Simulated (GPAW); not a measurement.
# An In chain with CO on top of one atom: relaxation, then transmission at several levels, part 2 of 3

Aim: the conductance of an In chain with CO on top of one atom after relaxation, and whether geometry, basis or functional moves it most.

GPAW 26.7.0; GPAW LCAO, PAW setups; relaxation of the junction within the symmetry of its start, lead ends held (the session's first sound run).

So far, transmission at the Fermi level (one spin): step 3 (double-zeta polarised basis) 1.70.

### 4. Single-zeta polarised basis

Level of this step: GPAW LCAO, PAW setups; Landauer transmission from Green's functions with principal layers (ASE), zero bias (GPAW).

The second zeta is dropped, the polarisation orbitals stay.

The input, run.py:

```python
import json
import numpy as np
from ase import Atoms
from ase.transport.calculators import TransportCalculator
from gpaw import GPAW, FermiDirac
from gpaw.lcao.tools import get_lcao_hamiltonian
from scipy.linalg import eigh

# The junction with lead layers at both ends, along the third cell vector
device = Atoms(
    ['In', 'In', 'In', 'In', 'In', 'In', 'In', 'C', 'O', 'In', 'In', 'In', 'In', 'In', 'In'],
    positions=[
        [4.50000, 4.50000, 1.47500],
        [4.50000, 4.50000, 4.42500],
        [4.50000, 4.50000, 7.37500],
        [4.50000, 4.50000, 10.32500],
        [4.50000, 4.50000, 13.27500],
        [5.11608, 4.50000, 16.33104],
        [3.92471, 4.50000, 19.17500],
        [6.33496, 4.50000, 19.17500],
        [7.51822, 4.50000, 19.17500],
        [5.11608, 4.50000, 22.01896],
        [4.50000, 4.50000, 25.07500],
        [4.50000, 4.50000, 28.02500],
        [4.50000, 4.50000, 30.97500],
        [4.50000, 4.50000, 33.92500],
        [4.50000, 4.50000, 36.87500]],
    cell=[[9.0, 0.0, 0.0], [0.0, 9.0, 0.0], [0.0, 0.0, 38.35]],
    pbc=True)

# One principal layer of the lead: the first 3 atoms of the device
lead = Atoms(
    ['In', 'In', 'In'],
    positions=[
        [4.50000, 4.50000, 1.47500],
        [4.50000, 4.50000, 4.42500],
        [4.50000, 4.50000, 7.37500]],
    cell=[[9.0, 0.0, 0.0], [0.0, 9.0, 0.0], [0.0, 0.0, 8.85]],
    pbc=True)

settings = dict(mode='lcao', basis='szp(dzp)', xc='PBE', h=0.18,
                occupations=FermiDirac(0.1), maxiter=250,
                mixer=dict(beta=0.1, nmaxold=8, weight=100.0),
                convergence=dict(density=0.0001))
energies = np.arange(-2, 2 + 1e-9, 0.025)
eta = 0.0001
n1, n2 = 1, 1
# k and -k transmit alike, so half of the mesh across the current serves
mesh = [(i, j) for i in range(n1) for j in range(n2) if (i, j) <= (-i % n1, -j % n2)]
weights = np.array([1 if (i, j) == (-i % n1, -j % n2) else 2 for i, j in mesh]) / (n1 * n2)


def ground_state(atoms, size, txt):
    atoms.calc = GPAW(kpts={'size': size, 'gamma': True}, symmetry={'tolerance': 1e-3}, txt=txt, **settings)
    atoms.get_potential_energy()
    return atoms.calc.get_fermi_level()


def blocks(atoms, fermi, points, nz, cells):
    """H - E_F S and S between cell 0 and the cells above it, at each point across the current."""
    kz = np.arange(nz) / nz
    calc = atoms.calc.fixed_density(kpts=[(*k, z) for k in points for z in kz], symmetry='off', txt=None)
    H, S = get_lcao_hamiltonian(calc)
    H = (H - fermi * S).reshape(len(H), len(points), nz, *S.shape[1:])
    S = S.reshape(H.shape[1:])
    phases = [np.exp(-2j * np.pi * kz * R) / nz for R in cells]
    return [(np.einsum('skzij,z->ksij', H, p), np.einsum('kzij,z->kij', S, p)) for p in phases]


def pair(a, b):
    return np.block([[a, b], [b.T.conj(), a]])


def count_channels(h, s, cells, nk=240):
    """Half the number of times that the lead's bands cross each energy, unfolded to its shortest repeat."""
    b = len(h) // cells
    bands = []
    for k in (np.arange(nk + 1) + 0.5) / nk:
        hk, sk = h[:b, :b].copy(), s[:b, :b].copy()
        for R in range(1, cells):
            phase, block = np.exp(2j * np.pi * k * R), slice(R * b, (R + 1) * b)
            hk += h[:b, block] * phase + (h[:b, block] * phase).T.conj()
            sk += s[:b, block] * phase + (s[:b, block] * phase).T.conj()
        w, u = eigh(sk)
        x = u[:, w > 1e-5] / w[w > 1e-5]**0.5  # drop near-dependent combinations
        bands.append(np.r_[eigh(x.T.conj() @ hk @ x, eigvals_only=True), [1e9] * (w <= 1e-5).sum()])
    below = np.array(bands)[:, :, None] < energies
    return (below[1:] != below[:-1]).sum((0, 1)) / 2


fermi_lead = ground_state(lead, (1, 1, 13), 'lead.txt')
fermi_device = ground_state(device, (1, 1, 2), 'device.txt')
T, channels, eigen, tail, misfit, shifts = [], [], [], 0.0, 0.0, []
for first in range(0, len(mesh), 493):
    points = [(i / n1, j / n2) for i, j in mesh[first:first + 493]]
    (H0k, S0k), (H1k, S1k), (H2k, _) = blocks(lead, fermi_lead, points, 5, range(3))
    [(Hk, Sk)] = blocks(device, fermi_device, points, 2, [0])
    tail = max(tail, abs(H2k).max())
    for H0, S0, H1, S1, H, S in zip(H0k, S0k, H1k, S1k, Hk, Sk):
        n = len(S0)
        # Shift the lead onto the potential of the device's first layer
        shift = ((H[:, 0, 0] - H0[:, 0, 0]) / S0[0, 0]).real.mean()
        shifts.append(shift)
        misfit = max(misfit, abs(H[:, :n, :n] - H0 - shift * S0).max())
        Tk, Ck, Ek = [], [], []
        for s in range(len(H)):
            t = s % len(H0)  # a lead without moments serves both spins
            h1, s1 = pair(H0[t] + shift * S0, H1[t] + shift * S1), pair(S0, S1)
            leads = dict(h1=h1, s1=s1, energies=energies, eta=eta, eta1=eta, eta2=eta)
            calc = TransportCalculator(h=H[s], s=S, eigenchannels=3, **leads)
            Tk.append(calc.get_transmission())
            Ek.append(np.sort(calc.eigenchannels_ne, axis=0)[::-1])
            Ck.append(count_channels(h1, s1, 6))
        T.append(Tk)
        channels.append(Ck)
        eigen.append(Ek)
T, channels = np.array(T), np.array(channels)
mean, open_channels = np.einsum('kse,k->se', T, weights), np.einsum('kse,k->se', channels, weights)

print(f'basis functions: device {len(S)}, principal layer {n}')
print(f'Fermi level: lead {fermi_lead:.4f} eV, device {fermi_device:.4f} eV; lead shifted by {np.mean(shifts):.4f} eV')
print(f'largest coupling past the next layer {tail:.2e} eV, largest misfit of the first layer {misfit:.3f} eV')
print('  E-E_F (eV)   ' + 'T (one spin)  channels')
for e, t, c in zip(energies, mean.T, open_channels.T):
    print(f'{e:10.3f}  ', *[f'{x:11.4e}' for x in t], *[f'{x:9.4f}' for x in c])

kT = 8.617333e-5 * 300
fine = np.linspace(energies[0], energies[-1], 4001)
both = np.exp(np.interp(fine, energies, np.log(np.maximum(mean.sum(0) * 2 / len(mean), 1e-30))))
fermi = lambda mu: 1 / (1 + np.exp(np.clip((fine - mu) / kT, -200, 200)))
slope = fermi(0) * (1 - fermi(0)) / kT
G = np.trapezoid(both * slope, fine) / 2
seebeck = -np.trapezoid(both * slope * fine, fine) / (2 * G * 300) * 1e6
print(f'conductance at 300 K: {G:.5g} G0 a cell; thermopower {seebeck:.4g} uV/K')
bias = [0.1, 0.2, 0.5, 1.0, 1.5, 2.0]
current = [38.74 * np.trapezoid(both * (fermi(V / 2) - fermi(-V / 2)), fine) for V in bias]
for V, I in zip(bias, current):
    print(f'current from the zero-bias T(E) at {V} V: {I:.5g} uA')
zero = abs(energies).argmin()
json.dump(dict(energies=energies.tolist(), T=mean.tolist(), channels=open_channels.tolist(), G=G, seebeck=seebeck,
               bias=bias, current=current, tail=tail, misfit=misfit, shift=np.mean(shifts), n_device=len(S), n_lead=n,
               fermi=[fermi_lead, fermi_device], energy=device.get_potential_energy(),
               moments=device.get_magnetic_moments().tolist(), mesh=mesh, weights=weights.tolist(),
               T_k=T[:, :, zero].tolist(), eigen=np.array(eigen[0]).tolist()), open('result.json', 'w'))
```

Command:

```console
OMP_NUM_THREADS=1 OPENBLAS_NUM_THREADS=1 python run.py
```

What it wrote:

```text
basis functions: device 200, principal layer 42
Fermi level: lead -2.3504 eV, device -2.2912 eV; lead shifted by 0.0029 eV
largest coupling past the next layer 1.86e-06 eV, largest misfit of the first layer 0.032 eV
  E-E_F (eV)   T (one spin)  channels
    -2.000    4.0027e-09    0.0000
    -1.975    2.3706e-09    0.0000
    -1.950    1.5614e-09    0.0000
    -1.925    1.1115e-09    0.0000
    -1.900    8.4091e-10    0.0000
    -1.875    6.6862e-10    0.0000
    -1.850    5.5454e-10    0.0000
    -1.825    4.7718e-10    0.0000
    -1.800    4.2435e-10    0.0000
    -1.775    3.8888e-10    0.0000
    -1.750    3.6646e-10    0.0000
    -1.725    3.5456e-10    0.0000
    -1.700    3.5183e-10    0.0000
    -1.675    3.5784e-10    0.0000
    -1.650    3.7292e-10    0.0000
    -1.625    3.9822e-10    0.0000
[...]
1.825    2.4790e+00    3.0000
     1.850    2.4275e+00    3.0000
     1.875    2.3711e+00    3.0000
     1.900    2.3099e+00    3.0000
     1.925    2.2443e+00    3.0000
     1.950    2.1751e+00    3.0000
     1.975    2.1034e+00    3.0000
     2.000    2.0306e+00    3.0000
conductance at 300 K: 1.6613 G0 a cell; thermopower -4.376 uV/K
current from the zero-bias T(E) at 0.1 V: 12.826 uA
current from the zero-bias T(E) at 0.2 V: 25.345 uA
current from the zero-bias T(E) at 0.5 V: 58.527 uA
current from the zero-bias T(E) at 1.0 V: 113.25 uA
current from the zero-bias T(E) at 1.5 V: 175.33 uA
current from the zero-bias T(E) at 2.0 V: 243.35 uA
```

The job ended after 69 s (1 thread of Arm Neoverse V2, shared host; peak memory 1.8 GiB).

Numbers from this step:

```yaml
conductance: 1.661 G₀
largest_coupling_past_the_next_principal_layer: 1.86e-6 eV
largest_misfit_of_the_first_principal_layer: 0.03190 eV
shift_that_aligns_the_lead: 0.002942 eV
basis_functions_of_the_junction: 200
basis_functions_of_a_principal_layer: 42
transmission_at_the_fermi_level_one_spin: 1.676
```

One spin. The transmission, zone mean by energy, zero at the Fermi level:

energy (eV), transmission, zone mean and a bar:
```
   -2.000       0.00 
   -1.800       0.00 
   -1.600       0.00 
   -1.400       0.00 
   -1.200       0.67 #######
   -1.000       0.85 #########
   -0.800       0.89 ##########
   -0.600       0.94 ##########
   -0.400       0.98 ##########
   -0.200       0.95 ##########
    0.000       1.68 ##################
    0.200       1.71 ##################
    0.400       1.85 ####################
    0.600       2.23 ########################
    0.800       2.57 ###########################
    1.000       2.73 #############################
    1.200       2.80 ##############################
    1.350       2.82 ##############################
    1.400       2.82 ##############################
    1.600       2.75 #############################
    1.800       2.53 ###########################
    2.000       2.03 ######################
```

Crossings of the lead's bands, unfolded to its shortest repeat. Table of open channels, zone mean by energy, zero at the Fermi level:

| energy (eV) | open channels, zone mean |
| --- | --- |
| -1.300 | 0 |
| -1.200 | 1 |
| -1.100 | 1 |
| -1.000 | 1 |
| -0.900 | 1 |
| -0.800 | 1 |
| -0.700 | 1 |
| -0.600 | 1 |
| -0.500 | 1 |
| -0.400 | 1 |
| -0.300 | 1 |
| -0.200 | 1 |
| -0.100 | 3 |
| 0.000 | 3 |
| 0.100 | 3 |
| 0.200 | 3 |
| 0.300 | 3 |
| 0.400 | 3 |
| 0.500 | 3 |
| 0.600 | 3 |
| 0.700 | 3 |
| 0.800 | 3 |
| 0.900 | 3 |
| 1.000 | 3 |
| 1.100 | 3 |
| 1.200 | 3 |
| 1.300 | 3 |
| 1.400 | 3 |
| 1.500 | 3 |
| 1.600 | 3 |
| 1.700 | 3 |
| 1.800 | 3 |
| 1.900 | 3 |
| 2.000 | 3 |

Not self-consistent under bias; the bias window is split evenly. Table of current through one cell, from the zero-bias transmission by bias:

| bias (V) | current through one cell, from the zero-bias transmission (μA) |
| --- | --- |
| 0.100 | 12.8 |
| 0.200 | 25.3 |
| 0.500 | 58.5 |
| 1.000 | 113 |
| 1.500 | 175 |
| 2.000 | 243 |

The transmission of the three most open eigenchannels by energy, zero at the Fermi level:

```
energy (eV)  channel 1  channel 2  channel 3
     -1.400     2.7e-9          0          0
     -1.200      0.665          0          0
     -1.000      0.854          0          0
     -0.800      0.893          0          0
     -0.600      0.937          0          0
     -0.400      0.982          0          0
     -0.200      0.954     4.2e-8    1.4e-10
      0.000      0.890      0.712     0.0746
      0.200      0.924      0.615      0.169
      0.400      0.914      0.563      0.373
      0.600      0.899      0.706      0.626
      0.800      0.940      0.895      0.735
      1.000      0.998      0.907      0.828
      1.200      0.991      0.928      0.882
      1.400      0.991      0.933      0.891
      1.600      0.998      0.911      0.842
      1.800      0.977      0.881      0.668
      2.000      0.915      0.844      0.272
```

The conductance, 1.66 G₀, lies 1.4 % below that of the dzp run.

### 5. Minimal basis

The minimal basis is the cheapest rung: no second zeta and no polarisation.

run.py: that of step 4 with these lines changed.

```diff
@@ -40,3 +40,3 @@
 
-settings = dict(mode='lcao', basis='szp(dzp)', xc='PBE', h=0.18,
+settings = dict(mode='lcao', basis='sz(dzp)', xc='PBE', h=0.18,
                 occupations=FermiDirac(0.1), maxiter=250,
```

What it wrote:

```text
basis functions: device 125, principal layer 27
Fermi level: lead -2.2680 eV, device -2.2235 eV; lead shifted by -0.0055 eV
largest coupling past the next layer 1.93e-06 eV, largest misfit of the first layer 0.022 eV
  E-E_F (eV)   T (one spin)  channels
    -2.000    3.5571e-01    1.0000
    -1.975    3.2203e-01    1.0000
    -1.950    2.8259e-01    1.0000
[...]
1.975    1.7460e+00    3.0000
     2.000    1.7338e+00    3.0000
conductance at 300 K: 1.7133 G0 a cell; thermopower -3.208 uV/K
current from the zero-bias T(E) at 0.1 V: 13.232 uA
current from the zero-bias T(E) at 0.2 V: 26.199 uA
current from the zero-bias T(E) at 0.5 V: 61.073 uA
current from the zero-bias T(E) at 1.0 V: 117.62 uA
current from the zero-bias T(E) at 1.5 V: 181.24 uA
current from the zero-bias T(E) at 2.0 V: 248.49 uA
```

Elapsed: 48 s, on 1 thread; peak memory 1.7 GiB.

Numbers from this step:

* conductance: 1.713 G₀
* largest coupling past the next principal layer: 1.93e-6 eV
* largest misfit of the first principal layer: 0.02151 eV
* shift that aligns the lead: -0.005472 eV
* basis functions of the junction: 125
* basis functions of a principal layer: 27
* transmission at the Fermi level (one spin): 1.728

The conductance, 1.71 G₀, lies 1.7 % above that of the dzp run.

### 6. RPBE in the dzp basis: xc = "RPBE"

Back in the dzp basis, the functional changes from PBE to RPBE, to set the spread between functionals beside that between bases.

run.py: that of step 5 with these lines changed.

```diff
@@ -40,3 +40,3 @@
 
-settings = dict(mode='lcao', basis='sz(dzp)', xc='PBE', h=0.18,
+settings = dict(mode='lcao', basis='dzp', xc='RPBE', h=0.18,
                 occupations=FermiDirac(0.1), maxiter=250,
```

What it wrote:

```text
basis functions: device 325, principal layer 69
Fermi level: lead -2.0811 eV, device -2.0204 eV; lead shifted by -0.0017 eV
largest coupling past the next layer 1.88e-06 eV, largest misfit of the first layer 0.037 eV
  E-E_F (eV)   T (one spin)  [channel counts left out]
    -2.000    1.7107e-01
    -1.975    1.1649e-01
    -1.950    4.7768e-02
[...]
1.975    2.4404e+00
     2.000    2.3793e+00
conductance at 300 K: 1.6745 G0 a cell; thermopower -4.381 uV/K
current from the zero-bias T(E) at 0.1 V: 12.921 uA
current from the zero-bias T(E) at 0.2 V: 25.508 uA
current from the zero-bias T(E) at 0.5 V: 58.764 uA
current from the zero-bias T(E) at 1.0 V: 112.53 uA
current from the zero-bias T(E) at 1.5 V: 172.23 uA
current from the zero-bias T(E) at 2.0 V: 238.64 uA
```

The job ended after 91 s (1 thread; peak memory 1.9 GiB).

This step gave:

```yaml
conductance: 1.674 G₀
largest_coupling_past_the_next_principal_layer: 1.88e-6 eV
largest_misfit_of_the_first_principal_layer: 0.03653 eV
shift_that_aligns_the_lead: -0.001675 eV
basis_functions_of_the_junction: 325
basis_functions_of_a_principal_layer: 69
transmission_at_the_fermi_level_one_spin: 1.693
```

One spin. Transmission, zone mean against energy, zero at the Fermi level:

```
energy (eV)  transmission, zone mean
     -2.000                    0.171
     -1.900                   3.7e-8
     -1.800                   3.0e-9
     -1.700                   1.4e-9
     -1.600                   1.3e-9
     -1.500                   2.4e-9
     -1.400                   9.8e-9
     -1.300                   7.4e-7
     -1.200                    0.728
     -1.100                    0.783
     -1.000                    0.808
     -0.900                    0.830
     -0.800                    0.854
     -0.700                    0.880
     -0.600                    0.909
     -0.500                    0.940
     -0.400                    0.972
     -0.300                    0.997
     -0.200                    0.937
     -0.100                     1.52
      0.000                     1.69
      0.100                     1.71
      0.200                     1.70
      0.300                     1.72
      0.400                     1.81
      0.500                     1.95
      0.600                     2.13
      0.700                     2.32
      0.800                     2.50
      0.900                     2.64
      1.000                     2.74
      1.100                     2.80
      1.200                     2.85
      1.300                     2.88
      1.400                     2.89
      1.425                     2.89
      1.500                     2.89
      1.600                     2.87
      1.700                     2.82
      1.800                     2.73
      1.900                     2.59
      2.000                     2.38
```

The conductance, 1.67 G₀, lies 0.6 % below that of the dzp run.

### 7. Without the relaxation: geometry = "as built"

The dzp basis with PBE on the structure as first built shows what the relaxation was worth.

run.py: that of step 6 with these lines changed.

```diff
@@ -17,7 +17,7 @@
         [4.50000, 4.50000, 13.27500],
-        [5.11608, 4.50000, 16.33104],
-        [3.92471, 4.50000, 19.17500],
-        [6.33496, 4.50000, 19.17500],
-        [7.51822, 4.50000, 19.17500],
-        [5.11608, 4.50000, 22.01896],
+        [4.50000, 4.50000, 16.22500],
+        [4.50000, 4.50000, 19.17500],
+        [6.44570, 4.50000, 19.17500],
+        [7.60570, 4.50000, 19.17500],
+        [4.50000, 4.50000, 22.12500],
         [4.50000, 4.50000, 25.07500],
@@ -40,3 +40,3 @@
 
-settings = dict(mode='lcao', basis='dzp', xc='RPBE', h=0.18,
+settings = dict(mode='lcao', basis='dzp', xc='PBE', h=0.18,
                 occupations=FermiDirac(0.1), maxiter=250,
```

What it wrote:

```text
basis functions: device 325, principal layer 69
Fermi level: lead -2.2014 eV, device -2.1904 eV; lead shifted by 0.0012 eV
largest coupling past the next layer 1.88e-06 eV, largest misfit of the first layer 0.019 eV
  E-E_F (eV)   T (one spin)  channels
    -2.000    3.7163e-02    1.0000
    -1.975    1.0147e-02    1.0000
    -1.950    1.2308e-07    0.0000
[...]
1.975    1.6379e+00    3.0000
     2.000    1.6238e+00    3.0000
conductance at 300 K: 1.7743 G0 a cell; thermopower -6.534 uV/K
current from the zero-bias T(E) at 0.1 V: 13.696 uA
current from the zero-bias T(E) at 0.2 V: 27.053 uA
current from the zero-bias T(E) at 0.5 V: 61.856 uA
current from the zero-bias T(E) at 1.0 V: 114.19 uA
current from the zero-bias T(E) at 1.5 V: 165.81 uA
current from the zero-bias T(E) at 2.0 V: 217.69 uA
```

Wall time 97 s (1 thread); peak memory 1.9 GiB.

Numbers from this step:

* conductance: 1.774 G₀
* largest misfit of the first principal layer: 0.01916 eV
* shift that aligns the lead: 0.001183 eV
* transmission at the Fermi level (one spin): 1.791

The conductance, 1.77 G₀, lies 5.3 % above that of the dzp run.

### 8. All levels side by side

Times are for 1 thread of Arm Neoverse V2, shared host. The series side by side:

```csv
no.,run,conductance (G₀),time,memory (GiB)
1,dzp,1.685,92 s,1.9
2,szp,1.661,69 s,1.8
3,sz,1.713,48 s,1.7
4,dzp RPBE,1.674,91 s,1.9
5,asbuilt,1.774,97 s,1.9
```

### 9. Comparison

The curves are compared point by point over the common energies.

This step: comparison of transmission and cost over codes, levels and geometry (GPAW 26.7.0).

Ladder, by row:

| step | code | T at the Fermi level (sum over the listed spins) | conductance (G0) | r.m.s. T(E) from the first | wall time (s) | peak memory (GiB) | threads |
| --- | --- | --- | --- | --- | --- | --- | --- |
| dzp | GPAW | 1.699 | 1.685 | 0 | 91.64 | 1.87 | 1 |
| szp | GPAW | 1.676 | 1.661 | 0.09735 | 68.77 | 1.83 | 1 |
| sz | GPAW | 1.728 | 1.713 | 0.2386 | 48.06 | 1.66 | 1 |
| dzp-RPBE | GPAW | 1.693 | 1.674 | 0.03207 | 91.07 | 1.87 | 1 |
| asbuilt | GPAW | 1.791 | 1.774 | 0.5415 | 97.49 | 1.87 | 1 |

Table of transmission, zone mean, sum over the listed spins by energy, zero at the Fermi level:

```csv
energy (eV),dzp,szp,sz,dzp-RPBE,asbuilt
-2.000,0.0928,4.0e-9,0.356,0.171,0.0372
-1.800,1.7e-9,4.2e-10,2.8e-8,3.0e-9,5.2e-8
-1.600,9.9e-10,4.4e-10,2.3e-9,1.3e-9,3.4e-8
-1.400,6.9e-9,2.7e-9,7.4e-9,9.8e-9,6.1e-8
-1.200,0.718,0.665,0.757,0.728,0.800
-1.000,0.811,0.854,0.840,0.808,0.841
-0.800,0.857,0.893,0.872,0.854,0.853
-0.600,0.912,0.937,0.916,0.909,0.864
-0.400,0.973,0.982,0.970,0.972,0.871
-0.275,0.999,0.999,0.998,0.999,0.873
-0.200,0.940,0.954,0.928,0.937,0.873
0.000,1.70,1.68,1.73,1.69,1.79
0.200,1.72,1.71,1.75,1.70,1.88
0.400,1.84,1.85,1.96,1.81,1.82
0.600,2.16,2.23,2.35,2.13,1.80
0.800,2.51,2.57,2.58,2.50,1.82
1.000,2.74,2.73,2.66,2.74,1.85
1.175,2.84,2.80,2.67,2.84,1.87
1.200,2.85,2.80,2.67,2.85,1.87
1.350,2.89,2.82,2.65,2.89,1.87
1.400,2.89,2.82,2.63,2.89,1.87
1.425,2.89,2.81,2.62,2.89,1.86
1.600,2.86,2.75,2.47,2.87,1.82
1.800,2.73,2.53,2.07,2.73,1.73
2.000,2.37,2.03,1.73,2.38,1.62
```

[end of part 2 of 3]

[Logs are printed without paths, hosts, clocks, repeated set-up lines and the standing remarks that a program may print on its own settings, such as how far it seeks lower states.]

[Hosts, paths, dates, database ids (printed as entryN), source tags and the programs' standing remarks are cut or masked in the printed files.]
